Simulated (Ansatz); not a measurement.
# Formation energy and levels of the self-interstitial S_i (8-fold void) in MgS (Fm-3m)

Aim: at which Fermi levels does S_i (8-fold void) in MgS (Fm-3m) change its charge? The model is a cell of 54 host atoms with 1 S put in.

Program: Ansatz 0.2.0. Level of theory: place-levels on PBEsol runs: charge-transition levels and formation energies with image-charge correction and potential alignment at the atomic sites. Results are calculated unless marked as measured.

### Step 1. Starting point

The cell holds 55 atoms: 27 Mg and 28 S. Its edges and angles: a = 10.992 Å, b = 10.992 Å, c = 10.992 Å, α = 60.0°, β = 60.0°, γ = 60.0°. It derives from MgS (space group Fm-3m). Nearest the centre at fractional (0.250, 0.250, 0.917): S55 at 0.00 Å, Mg25 at 2.24 Å, S2 at 2.24 Å, S12 at 2.24 Å, Mg19 at 2.24 Å, Mg7 at 2.24 Å, S24 at 2.24 Å, Mg29 at 2.24 Å.

Coordinates:

```xyz
55
Lattice="0.0000 7.7729 7.7729 7.7729 0.0000 7.7729 7.7729 7.7729 0.0000" Properties=species:S:1:pos:R:3 pbc="T T T"
Mg    0.0000    0.0000    0.0000
S     2.5910    2.5910    2.5910
Mg    2.5910    2.5910    0.0000
S     5.1819    5.1819    2.5910
Mg    5.1819    5.1819    0.0000
S     7.7729    7.7729    2.5910
Mg    2.5910    0.0000    2.5910
S     5.1819    2.5910    5.1819
Mg    5.1819    2.5910    2.5910
S     7.7729    5.1819    5.1819
Mg    7.7729    5.1819    2.5910
S    10.3638    7.7729    5.1819
Mg    5.1819    0.0000    5.1819
S     7.7729    2.5910    7.7729
Mg    7.7729    2.5910    5.1819
S    10.3638    5.1819    7.7729
Mg   10.3638    5.1819    5.1819
S    12.9548    7.7729    7.7729
Mg    0.0000    2.5910    2.5910
S     2.5910    5.1819    5.1819
Mg    2.5910    5.1819    2.5910
S     5.1819    7.7729    5.1819
Mg    5.1819    7.7729    2.5910
S     7.7729   10.3638    5.1819
Mg    2.5910    2.5910    5.1819
S     5.1819    5.1819    7.7729
Mg    5.1819    5.1819    5.1819
S     7.7729    7.7729    7.7729
Mg    7.7729    7.7729    5.1819
S    10.3638   10.3638    7.7729
Mg    5.1819    2.5910    7.7729
S     7.7729    5.1819   10.3638
Mg    7.7729    5.1819    7.7729
S    10.3638    7.7729   10.3638
Mg   10.3638    7.7729    7.7729
S    12.9548   10.3638   10.3638
Mg    0.0000    5.1819    5.1819
S     2.5910    7.7729    7.7729
Mg    2.5910    7.7729    5.1819
S     5.1819   10.3638    7.7729
Mg    5.1819   10.3638    5.1819
S     7.7729   12.9548    7.7729
Mg    2.5910    5.1819    7.7729
S     5.1819    7.7729   10.3638
Mg    5.1819    7.7729    7.7729
S     7.7729   10.3638   10.3638
Mg    7.7729   10.3638    7.7729
S    10.3638   12.9548   10.3638
Mg    5.1819    5.1819   10.3638
S     7.7729    7.7729   12.9548
Mg    7.7729    7.7729   10.3638
S    10.3638   10.3638   12.9548
Mg   10.3638   10.3638   10.3638
S    12.9548   12.9548   12.9548
S     9.0683    9.0683    3.8864
```

Known beforehand: the electronic dielectric constant, 5.53, and the static one, 14.81, from a response run on this crystal (DFPT, PBEsol) at that run's own cell.

The cell's shortest repeat is 11.0 Å.

### Step 2. Charge states

Levels follow from differences of total energies between charge states, each relaxed by itself.

Each atom starts 0.05 Å or so off its site in a random direction: a symmetric start keeps its symmetry, and would miss off-centre moves and Jahn–Teller distortions. Forces are taken at one point at (¼, ¼, ¼). The cell holds 2 electrons more than the neutral one, with a uniform background that keeps it neutral on the whole.

The sampling was tested on the host first: at the k-points planned (1x1x1 shifted 0.25 0.25 0.25) its energy lies 0.060 eV an atom from the dense-mesh value, so the final energies take a denser sampling.

One of the inputs; charge, spin and start change from state to state.

File qm2.relax/input.yaml:

```yaml
crystal:
  lattice:
    - [0.0, 2.59095128, 2.59095128]
    - [2.59095128, 0.0, 2.59095128]
    - [2.59095128, 2.59095128, 0.0]
  atoms:
    - { symbol: Mg, position: [0.0, 0.0, 0.0] }
    - { symbol: S, position: [0.5, 0.5, 0.5] }
  supercell: [3, 3, 3]
  defects: [{ interstitial: { symbol: S, position: [0.25, 0.25, 0.916667] } }]
total_charge: -2
basis:
  ecutwfc: 420
  xc_grid: 2
hamiltonian:
  xc: pbesol
kpoints:
  mp_grid: { grid: [1, 1, 1], shift: [0.25, 0.25, 0.25] }
scf:
  occupations: { method: fixed }
  max_iter: 60
output:
  forces: true
  charged_corrections: { epsilon: 5.53, static_epsilon: 14.81 }
relax:
  f_tol: 0.02
  max_steps: 80
  random_displacement: { amplitude: 0.05, seed: 8958 }
checkpoint:
  write: "../qm2.relax.run"
  compress: false
  write_wavefunctions: true
  write_every: 100000
```

Run with:

```bash
$ ansatz run input.yaml --threads 4 --pin off --max-ram 7536MiB --backend cpu --events-out ev --progress --plain --runs-dir out
```

The relaxed structure is kept and the sampling changed to a 2×2×2 shifted mesh.

The run of this state that the levels use, under PBEsol:

File qm2.point/input.yaml:

```yaml
crystal:
  checkpoint: "../qm2.relax.run"
  host: checkpoint
total_charge: -2
basis:
  ecutwfc: 420
  xc_grid: 2
hamiltonian:
  xc: pbesol
kpoints:
  mp_grid: { grid: [2, 2, 2], shift: [0.5, 0.5, 0.5] }
scf:
  occupations: { method: fermi_dirac, width: 0.01 }
  max_iter: 60
output:
  forces: true
  eigenvalues: true
  charged_corrections:
    epsilon: 5.53
    static_epsilon: 14.81
    defect_position: [0.25, 0.25, 0.916667]
  eigenstates: { localisation: true }
  populations: true
checkpoint:
  read: "../qm2.relax.run"
  write: "../qm2.point.run"
  compress: false
  write_wavefunctions: false
  write_every: 100000
```

Relaxations under PBEsol at one point at (¼, ¼, ¼); times on 4 threads of Arm Neoverse V1, shared host:

```tsv
charge	moment (μB)	occupations	outcome	steps	largest displacement against the far atoms (Å)	time
−2	0	fixed	converged	9	0.49	94 s
−1	1	fixed	converged	13	1.12	4.6 min
0	0	fixed	not converged	-	-	44 s
0	0	fermi-dirac	converged	17	1.22	2.8 min
+1	1	fixed	converged	12	1.53	5.1 min
0	2	fixed	converged	12	0.60	4.1 min
```

Single points under PBEsol at a 2×2×2 shifted mesh; times on 4 threads of Arm Neoverse V1, shared host:

```tsv
charge	moment (μB)	occupations	outcome	time
−2	0	fermi-dirac	converged	80 s
−1	1	fermi-dirac	converged	3.1 min
0	0	fermi-dirac	converged	88 s
+1	1	fermi-dirac	converged	2.9 min
0	2	fermi-dirac	converged	3 min
```

Distances (Å) from S55 to the nearest atoms after relaxation with PBEsol:

```tsv
charge	moment (μB)	1.	2.	3.	4.	5.	6.
−2	0	Mg 2.30	Mg 2.35	Mg 2.35	Mg 2.35	S 2.69	S 2.69
−1	1	S 2.22	Mg 2.30	Mg 2.35	Mg 2.35	S 2.94	S 2.94
0	0	S 2.00	Mg 2.37	Mg 2.39	Mg 2.39	S 2.99	S 3.00
0	2	Mg 2.30	Mg 2.51	S 2.53	S 2.53	S 2.55	Mg 2.55
+1	1	S 2.04	Mg 2.36	Mg 2.36	S 2.74	Mg 2.85	Mg 2.85
```

### Step 3. Levels against the band edges, PBEsol

A charged cell interacts with its images and the background, and its potential has another zero than the host's. place-levels removes the first by a point-charge model, screened by the static dielectric constant since the ions have relaxed around the charge, and the second by comparing potentials at atoms far from the defect.

The host is a run of the defect-free crystal in the same cutoffs, grids and k-points, so that basis and sampling errors cancel in part in the differences. The host is run in a cell of 2 atoms on a matching mesh. Its band edges are searched through the zone by a band path, so the gap is smaller than, or equal to, that on the mesh. Chemical potentials are energies per atom of S (S12 rings, Pnnm, not the stable S8 form), run with the same functional and cutoff.

File levels.point.yaml:

```yaml
host:
  run: host.point.run
states: [qm2.point.run, qm1_M1.point.run, q0.point.run, qp1_M1.point.run, q0_M2.point.run]
geometry_from:
  qm2.point.run: qm2.relax.run
  qm1_M1.point.run: qm1_M1.relax.run
  q0.point.run: q0.relax_smeared.run
  qp1_M1.point.run: qp1_M1.relax.run
  q0_M2.point.run: q0_M2.relax.run
chemical_potentials:
  S:
    energy: -884.879081
    dataset: "<sha256 of the dataset>"
epsilon: 5.53
static_epsilon: 14.81
vertical:
  - { from: qm2.point.run, to: qm2.point_neutral.run }
  - { from: qm1_M1.point.run, to: qm1_M1.point_neutral.run }
  - { from: qp1_M1.point.run, to: qp1_M1.point_neutral.run }
```

Run with:

```bash
$ ansatz place-levels levels.point.yaml -- --threads 4 --pin off --max-ram 7536MiB
```

Numbers of over 12 decimals in the logs are rounded to 6 here.

The program printed:

```text
[... repeated set-up lines and file paths are left out, and long positions are rounded to six places ...]
(+1/0) 0.280 eV above the valence edge, 2.447 eV under the conduction edge
(0/-1) 3.137 eV above the valence edge (+3.569 eV without the band-filling correction), in the conduction band
(-1/-2) 3.662 eV above the valence edge (+3.231 eV without the band-filling correction), in the conduction band
formation energy of charge +1: +2.282 eV with the Fermi level at the valence edge
formation energy of charge 0: +2.562 eV with the Fermi level at the valence edge
formation energy of charge -1: +5.699 eV with the Fermi level at the valence edge
formation energy of charge -2: +9.361 eV with the Fermi level at the valence edge
vertical -2 to 0: no energy, since no alignment is typed
  the change from vertical[0].from (qm2.point.run) to vertical[0].to (qm2.point_neutral.run): by its potential at epsilon 5.53 it stands at 0.190 0.190 0.855, with an rms radius of about 2.4 Å (1.4 1.4 1.4 Å across the planes of the cell's vectors); [...]
vertical -1 to 0: no energy, since no alignment is typed
  the change from vertical[1].from (qm1_M1.point.run) to vertical[1].to (qm1_M1.point_neutral.run): by its potential at epsilon 5.53 it stands at 0.484 0.168 0.835, with an rms radius of about 3.5 Å (2.8 1.4 1.4 Å across the planes of the cell's vectors); [...]
vertical +1 to 0: no energy, since no alignment is typed
  the change from vertical[2].from (qp1_M1.point.run) to vertical[2].to (qp1_M1.point_neutral.run): by its potential at epsilon 5.53 it stands at 0.167 0.497 0.835, with an rms radius of about 2.1 Å (1.5 1.5 0.4 Å across the planes of the cell's vectors); [...]
  edges by pbesol, gap 2.727 eV; the host is sampled to repeats of 21.98 Å
  the defect's cells are sampled to repeats of 21.98 Å, like sampling
  charge +1: -76486.8589 eV with its correction of +0.351 eV, at epsilon 14.81, aligned at sites: +0.2079 eV, mean over 22 atomic sites at or beyond 5.50 Å from the defect at [0.2500, 0.2500, 0.9167], with +0.000000 for the charge's moments and without [...]
  charge 0: +0.000 eV for its dipole among its images, +0.000 omitted
  charge -1: -76470.0540 eV with its correction of -0.077 eV, at epsilon 14.81, aligned at sites: +0.2202 eV, mean over 22 atomic sites at or beyond 5.50 Å from the defect at [0.2500, 0.2500, 0.9167], with +0.000000 for the charge's moments and without [...]
  states[1] (qm1_M1.point.run): levels filled in part (TS 0.005 eV): its energy is of no whole electron's
  charge -2: -76460.3452 eV with its correction of +0.311 eV, at epsilon 14.81, aligned at sites: +0.1310 eV, mean over 22 atomic sites at or beyond 5.50 Å from the defect at [0.2500, 0.2500, 0.9167], with +0.000000 for the charge's moments and without [...]
  charge 0: states[4] (q0_M2.point.run) stands 2.438 eV higher, with a moment of 2.00 μB against 0.00
  of states[3] (qp1_M1.point.run): its alignment with the host at atomic sites is doubtful: the mean over the far sites moves by +0.0583 eV from their farther parts to their nearer, more than 0.05 eV. [...]
  of states[2] (q0.point.run): its alignment with the host at atomic sites is doubtful: the mean over the far sites moves by +0.1252 eV from their farther parts to their nearer, more than 0.05 eV. [...]
  of states[1] (qm1_M1.point.run): it parts from the run at its places by a charge that spreads by about 2.8 Å along one vector (1.6 Å or more is wide), by its potential at epsilon 5.53, taken for that of held ions (one typed too small widens it), where the [...]
  of states[0] (qm2.point.run): it parts from the run that its charge is read beside by 2 carriers, of which the mean alone is read, by its potential at epsilon 5.53, taken for that of held ions (one typed too small widens it): that is narrow, but one of them [...]
  of states[4] (q0_M2.point.run): its alignment with the host at atomic sites is doubtful: the mean over the far sites moves by +0.1364 eV from their farther parts to their nearer, more than 0.05 eV. [...]
  of vertical[0].from (qm2.point.run): its displacements don't fall off away from the defect: farther atoms stand 0.028 Å off the host's places. [...]
  vertical[0].to (qm2.point_neutral.run): levels filled in part (TS 0.010 eV): its energy is of no whole electron's
  of vertical[0].to (qm2.point_neutral.run): its displacements don't fall off away from the defect: farther atoms stand 0.028 Å off the host's places. [...]
  vertical[1].from (qm1_M1.point.run): levels filled in part (TS 0.005 eV): its energy is of no whole electron's
  of vertical[1].from (qm1_M1.point.run): its displacements don't fall off away from the defect: farther atoms stand 0.056 Å off the host's places. [...]
  of vertical[1].to (qm1_M1.point_neutral.run): its displacements don't fall off away from the defect: farther atoms stand 0.056 Å off the host's places. [...]
  of vertical[2].from (qp1_M1.point.run): its displacements don't fall off away from the defect: farther atoms stand 0.054 Å off the host's places. [...]
  of vertical[2].to (qp1_M1.point_neutral.run): its displacements don't fall off away from the defect: farther atoms stand 0.054 Å off the host's places. [...]
```

Run time: 0.5 s. Hardware: 4 threads of Arm Neoverse V1, shared host.

Levels between the charges placed, in eV above the valence top:

```tsv
	gap (eV)	(+1/0)	(0/−1)	(−1/−2)
PBEsol	2.73	0.28	3.14	3.66
```

Corrections by state:

```tsv
charge	moment (μB)	image terms and alignment (eV)	band filling (eV)	ε used	over the lowest of its charge, as the program ranks them, band filling apart (eV)
+1	1.0	0.351	-	14.81	0.000
0	0.0	0.000	-	-	0.000
−1	1.0	-0.077	-0.432	14.81	0.000
−2	0.0	0.311	-	14.81	0.000
0	2.0	0.000	-	-	2.438
```

The charged structures listed were also run neutral, and place-levels reads from each pair, by the potential or the spins, how wide the charge is by which they differ; that can be the carrier of either run.

```tsv
charge	rms radius (Å)	spread where it is widest against the cell (Å)	wide from (Å)	reading
+1	2.1	1.47	1.55	narrow
−1	3.5	2.83	1.55	wide
−2	2.4	1.40	1.55	narrow
```

The neutral runs of these pairs need not share the spin of the lowest neutral state, and very wide values only mean spread over the cell.

From the program's caveats on the states, each cut to its opening words:

- charge +1 (1 μB): its alignment with the host at atomic sites is doubtful: the mean over the far sites moves by +0.0583 eV from their farther parts to their nearer, more than [...]
- charge +1 (1 μB): its displacements don't fall off away from the defect: farther atoms stand 0.054 Å off the host's places
- charge 0: its alignment with the host at atomic sites is doubtful: the mean over the far sites moves by +0.1252 eV from their farther parts to their nearer, more than [...]
- charge 0: its displacements don't fall off away from the defect: farther atoms stand 0.048 Å off the host's places
- charge −1 (1 μB): it parts from the run at its places by a charge that spreads by about 2.8 Å along one vector (1.6 Å or more is wide), by its potential at epsilon 5.53, taken [...]
- charge −1 (1 μB): a band-filling correction moves a carrier to the host's band edge, which changes its energy by -0.432 eV
- charge −1 (1 μB): its alignment with the host at atomic sites is doubtful: a part of the defect, S at [0.6175, 0.1222, 0.7892], stands 3.30 Å off the defect's place or the [...]
- charge −1 (1 μB): its alignment with the host at atomic sites is doubtful: the mean over the far sites moves by +0.1470 eV from their farther parts to their nearer, more than [...]
- charge −1 (1 μB): its displacements don't fall off away from the defect: farther atoms stand 0.056 Å off the host's places
- charge −2: it parts from the run that its charge is read beside by 2 carriers, of which the mean alone is read, by its potential at epsilon 5.53, taken for that of held [...]
- charge −2: its alignment with the host at atomic sites is doubtful: the mean over the far sites moves by +0.2409 eV from their farther parts to their nearer, more than [...]
- charge −2: its displacements don't fall off away from the defect: farther atoms stand 0.028 Å off the host's places
- charge 0 (2 μB): its alignment with the host at atomic sites is doubtful: the mean over the far sites moves by +0.1364 eV from their farther parts to their nearer, more than [...]
- charge 0 (2 μB): its displacements don't fall off away from the defect: farther atoms stand 0.027 Å off the host's places

The host's formation energy from the elements is -1.493 eV per atom; it sets how far the chemical potentials can move.

Limit set by the element alone; other compounds of these elements are not counted. Chemical potentials from the elements' reference states: Mg 0.00 eV, S -2.99 eV. Formation energy by charge state (Mg-rich; gap 2.73 eV):

```tsv
charge	at valence top (eV)	at conduction bottom (eV)	correction included (eV)
+1	5.27	7.99	0.35
0	5.55	5.55	0.00
−1	8.68	5.96	-0.51
−2	12.35	6.89	0.31
```

```csv
Fermi level (eV),lowest formation energy (eV)
0.00,5.27
0.25,5.51
0.50,5.55
0.74,5.55
0.99,5.55
1.24,5.55
1.49,5.55
1.74,5.55
1.98,5.55
2.23,5.55
2.48,5.55
2.73,5.55
```

Limit set by the element alone; other compounds of these elements are not counted. Chemical potentials from the elements' reference states: S 0.00 eV, Mg -2.99 eV. Formation energy by charge state (S-rich; gap 2.73 eV):

```tsv
charge	at valence top (eV)	at conduction bottom (eV)	correction included (eV)
+1	2.28	5.01	0.35
0	2.56	2.56	0.00
−1	5.70	2.97	-0.51
−2	9.36	3.91	0.31
```

(Fermi level (eV), lowest formation energy (eV)): (0.00, 2.28), (0.25, 2.53), (0.50, 2.56), (0.74, 2.56), (0.99, 2.56), (1.24, 2.56), (1.49, 2.56), (1.74, 2.56), (1.98, 2.56), (2.23, 2.56), (2.48, 2.56), (2.73, 2.56)

### Step 4. What a wrong or other choice does

The levels are placed again with one choice changed, to see how much they rest on it.

levels.try0.yaml is levels.point.yaml with these lines changed:

```diff
-epsilon: 5.53
-static_epsilon: 14.81
+epsilon: 1.0001
+static_epsilon: 1.0001
```

Run with:

```bash
$ ansatz place-levels levels.try0.yaml -- --threads 4 --pin off --max-ram 7536MiB
```

The program printed:

```text
(+1/0) 0.113 eV beneath the valence edge (-1.044 eV without the band-filling correction), in the valence band
[...]
formation energy of charge +1: +2.675 eV with the Fermi level at the valence edge
formation energy of charge 0: +2.562 eV with the Fermi level at the valence edge
formation energy of charge -1: +5.699 eV with the Fermi level at the valence edge
formation energy of charge -2: +10.285 eV with the Fermi level at the valence edge
vertical -2 to 0: no energy, since no alignment is typed
vertical -1 to 0: no energy, since no alignment is typed
vertical +1 to 0: no energy, since no alignment is typed
  edges by pbesol, gap 2.727 eV; the host is sampled to repeats of 21.98 Å
[... the lines on each state left out ...]
```

The change: no screening of the image charge.

Levels in eV above the valence top; the changed ones are not the defect's:

```tsv
	gap (eV)	(+1/0)	(0/−1)	(−1/−2)
changed	2.73	-0.11	3.14	4.59
as set up	2.73	0.28	3.14	3.66
```

The largest shift is 0.92 eV, band-filling terms included.

### Step 5. Summary of results

```
gap of the host                                                          : 2.73 eV (PBEsol)
level (plus 1/0)                                                         : 0.28 eV above the valence top
level (0/minus 1)                                                        : 3.14 eV above the valence top, past the conduction bottom (3.57 eV above the valence top without the band-filling term)
level (minus 1/minus 2)                                                  : 3.66 eV above the valence top, past the conduction bottom (3.23 eV above the valence top without the band-filling term)
lowest of the charges placed, just above the valence top (0.02 eV)       : +1
lowest of the charges placed, just below the conduction bottom (0.02 eV) : 0
lowest formation energy at mid-gap of the charges run, Mg-rich           : 5.55 eV
lowest formation energy at mid-gap of the charges run, S-rich            : 2.56 eV
```

What this shows: Of the charges placed (−2, −1, 0 and +1), the lowest changes at 0.28 eV (+1/0) above the valence top, in a gap of 2.73 eV. (+1/0) lies nearer to a band edge than the share of the finite-size correction in it (0.35 eV), and that correction holds for a localised charge alone. Charges above +1 were not placed, so these runs say nothing of levels that involve them. States placed: +1 at 1 μB; 0 at 0 μB and 2 μB; −1 at 1 μB; −2 at 0 μB. Other spin states or structures, where not listed, weren't placed. The program finds carriers beyond a band edge of the host and adds a band-filling term at charge −1 (-0.43 eV); steps to such a charge show no bound level, and a defect level inside a band would be read the same way. At charge −1, 0 and +1 the atom put in ends up to 1.5 Å from its starting place, so the name tells the start alone and the levels can join different sites. The program doubts the alignment of potentials for at least one state, a sign that the cell is small. What this leaves open: PBEsol makes the gap too small and tends to spread out bound carriers; force components of up to 0.58 eV/Å remain in a run at the final settings.

[Logs are printed without paths, hosts, clocks, repeated set-up lines and the standing remarks that a program may print on its own settings, such as how far it seeks lower states.]

[Hosts, paths, dates, database ids (printed as entryN), source tags and the programs' standing remarks are cut or masked in the printed files.]

[Where a table of states has a column of steps, it counts the stored structures, which are thinned; the runs took as many ionic steps or more.]

[A defect's name tells the site on which it was built; relaxed atoms can leave that site.]

[For some hosts the program warned that the k-mesh of the response run may be too coarse for force constants and the static dielectric constant; such warnings are not shown here.]
